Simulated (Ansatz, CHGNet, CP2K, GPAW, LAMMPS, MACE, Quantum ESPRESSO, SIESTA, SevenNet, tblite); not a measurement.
# Glassy 55SiO2-25B2O3-10CaO-10K2O (mol %) (68 atoms): atom by atom

This is the geometry as built. Method: Kohn-Sham DFT, PBE, PAW, plane waves (Ansatz 0.2.0); cutoff 420 eV, Γ point, fermi-dirac smearing of 0.05 eV; density 2.43 g/cm³.

Cell vectors (Å):

```
9.642 0.000 0.000
0.000 9.642 0.000
0.000 0.000 9.642
```

Positions (Å):

```
1 Si 5.224 4.626 4.673
2 Si 7.032 7.914 6.410
3 Si 1.404 1.451 7.467
4 Si 0.803 5.908 6.431
5 Si 7.255 4.352 8.878
6 Si 2.187 1.985 4.519
7 Si 6.912 2.279 1.709
8 Si 8.779 1.623 4.188
9 Si 7.558 8.932 1.624
10 Si 5.113 5.951 7.635
11 Si 0.504 6.447 2.667
12 B 1.800 1.392 0.594
13 B 2.404 5.002 4.189
14 B 6.611 9.363 4.145
15 B 9.499 8.453 7.510
16 B 0.838 9.064 2.031
17 B 8.709 6.870 0.058
18 B 4.923 1.998 3.570
19 B 8.934 3.383 6.663
20 B 7.717 5.934 4.376
21 B 2.584 5.714 8.678
22 Ca 0.431 4.232 0.003
23 Ca 3.221 3.706 2.059
24 K 4.470 9.223 9.273
25 K 4.403 7.110 1.825
26 K 3.171 8.435 5.071
27 K 5.827 1.495 7.091
28 O 0.361 7.467 6.533
29 O 5.722 0.821 3.788
30 O 7.336 3.345 0.528
31 O 7.780 3.564 7.558
32 O 8.627 2.541 5.522
33 O 1.986 5.834 5.298
34 O 0.758 1.367 4.011
35 O 1.663 5.365 2.981
36 O 2.224 1.518 8.909
37 O 6.021 7.287 7.536
38 O 2.327 1.538 6.104
39 O 9.391 4.693 6.195
40 O 5.144 3.005 4.609
41 O 5.730 4.876 8.688
42 O 3.482 1.679 3.545
43 O 1.469 5.504 7.885
44 O 2.138 3.604 4.494
45 O 3.862 5.139 3.906
46 O 7.590 7.632 0.648
47 O 3.647 6.431 8.143
48 O 9.611 6.384 1.128
49 O 5.084 5.203 6.193
50 O 9.453 7.763 8.817
51 O 2.717 5.068 0.245
52 O 1.195 7.943 2.777
53 O 1.366 2.522 1.258
54 O 8.124 8.824 7.149
55 O 8.209 5.664 9.024
56 O 7.952 0.242 4.435
57 O 0.694 0.000 7.525
58 O 0.377 2.726 7.466
59 O 6.093 8.686 5.324
60 O 7.568 6.639 5.568
61 O 6.894 0.723 1.119
62 O 1.737 0.154 1.246
63 O 8.041 2.314 2.890
64 O 6.618 5.155 3.995
65 O 6.751 8.477 2.976
66 O 8.845 6.154 3.598
67 O 9.117 9.318 1.908
68 O 5.384 2.600 2.270
```

Predict the forces and charges.

Columns: atom, q, fx, fy, fz (forces in eV/Å, q the Löwdin charge in e).

```
1 1.74 0.154 -0.745 0.698
2 1.73 1.607 -0.363 -1.365
3 1.71 -2.998 -1.070 -0.254
4 1.72 -0.746 0.127 -0.405
5 1.67 0.793 1.039 -1.235
6 1.70 -0.616 2.281 0.089
7 1.76 0.521 -0.955 1.691
8 1.75 -1.484 -0.351 1.581
9 1.71 1.453 -0.993 0.861
10 1.76 0.496 -0.620 -1.157
11 1.75 -1.770 0.159 -0.524
12 0.57 -2.336 1.450 1.478
13 0.54 -1.360 -0.321 2.454
14 0.55 0.638 2.120 -0.596
15 0.60 -0.455 -1.652 1.479
16 0.67 -2.210 0.258 -1.085
17 0.56 0.708 2.611 -1.326
18 0.53 2.108 -1.822 1.365
19 0.59 1.101 0.167 -1.272
20 0.68 0.126 1.524 0.952
21 0.57 -0.352 -1.687 0.703
22 1.80 0.797 -0.057 -0.124
23 1.79 -0.690 -0.275 -0.718
24 0.89 -0.176 0.039 -0.100
25 0.87 0.214 -0.546 0.510
26 0.87 -0.326 -0.219 0.146
27 0.89 0.843 0.511 -1.031
28 -0.66 0.975 -0.589 -1.090
29 -0.52 -1.411 0.221 0.060
30 -0.80 -0.164 -0.199 0.258
31 -0.67 -1.212 -0.519 0.858
32 -0.65 -0.611 0.036 -0.157
33 -0.67 0.643 0.806 -0.232
34 -0.77 0.799 -0.521 -0.511
35 -0.69 0.556 -0.145 -1.064
36 -0.65 1.660 -0.373 -0.293
37 -0.81 -1.191 0.455 0.974
38 -0.81 1.448 -0.653 0.189
39 -0.64 0.051 0.509 0.018
40 -0.67 0.298 0.729 1.132
41 -0.80 -0.747 -0.340 0.563
42 -0.68 -1.155 -0.882 -0.406
43 -0.63 1.025 -0.348 1.760
44 -0.66 -0.104 -0.300 -0.503
45 -0.73 0.551 1.208 -1.532
46 -0.66 -1.957 0.624 0.505
47 -0.64 0.583 1.160 -0.054
48 -0.70 1.008 -1.421 0.589
49 -0.79 -0.290 -0.136 0.284
50 -0.52 0.451 -0.310 0.840
51 -0.80 -0.195 0.675 -0.754
52 -0.62 1.406 0.852 0.265
53 -0.78 1.163 -0.661 -0.889
54 -0.65 -1.338 0.452 -0.410
55 -0.67 -0.193 -1.474 0.146
56 -0.66 0.965 0.231 0.270
57 -0.64 0.878 0.763 -0.203
58 -0.70 0.765 -0.092 1.334
59 -0.69 -1.256 0.163 0.841
60 -0.60 0.324 -0.821 -0.862
61 -0.82 -0.708 0.216 -1.350
62 -0.42 0.979 -0.922 0.074
63 -0.79 0.092 0.978 -0.997
64 -0.59 0.165 0.031 -0.683
65 -0.67 -0.751 -0.871 -0.791
66 -0.58 -0.617 -0.414 0.463
67 -0.59 1.610 0.391 0.064
68 -0.73 -0.532 0.884 -1.518
```

The quench rate of 20 K/ps is many orders above laboratory rates, so the cell is likely richer in defects and strain than a real sample. The network of bonds at the start is that of the classical potential that made the cell, and needn't be the one that DFT or experiment would give. Only the Γ point is sampled, in a cell whose shortest periodic width is 10 Å. The Löwdin charges lack the electrons that the projection spills, 0.061 e an atom on average.

The r.m.s. force component is 0.965 eV/Å; the longest force, 3.19 eV/Å, acts on Si3.

[Logs are printed without paths, hosts, clocks, repeated set-up lines and the standing remarks that a program may print on its own settings, such as how far it seeks lower states.]

[Hosts, paths, dates, database ids (printed as entryN), source tags and the programs' standing remarks are cut or masked in the printed files.]
